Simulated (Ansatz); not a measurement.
Whose spectrum is this?

Method: Ansatz, LDA, independent particles, without spin-orbit coupling, line width 0.1 eV (Gaussian); metals get a typed carrier damping. The response is along the first axis of the cell.

| E (eV) | Im ε |
| --- | --- |
| 0.50 | 26.50 |
| 1.00 | 4.35 |
| 1.50 | 4.25 |
| 2.00 | 6.88 |
| 2.50 | 9.94 |
| 3.00 | 4.03 |
| 3.50 | 2.51 |
| 4.00 | 1.78 |
| 4.50 | 1.51 |
| 5.00 | 4.86 |
| 5.50 | 3.62 |
| 6.00 | 3.12 |
| 6.50 | 10.74 |
| 7.00 | 14.46 |
| 7.50 | 13.44 |
| 8.00 | 8.05 |
| 8.50 | 5.74 |
| 9.00 | 3.93 |
| 9.50 | 3.25 |
| 10.00 | 2.92 |

Question: All candidates were run at this level. Which one is shown?
A. BN (F-43m)
B. MgB2 (P6/mmm)
C. KMgF3 (Pm-3m)

Answer: B. MgB2 (P6/mmm): a metal, with a Drude term, main peak of the conductivity above 1 eV at 7.17 eV. The others: KMgF3 (Pm-3m), least direct gap 7.31 eV, ε∞ = 2.23 along the first axis, strongest peak along the first axis at 11.27 eV; BN (F-43m), least direct gap 8.70 eV, ε∞ = 4.75 along the first axis, strongest peak along the first axis at 11.88 eV.
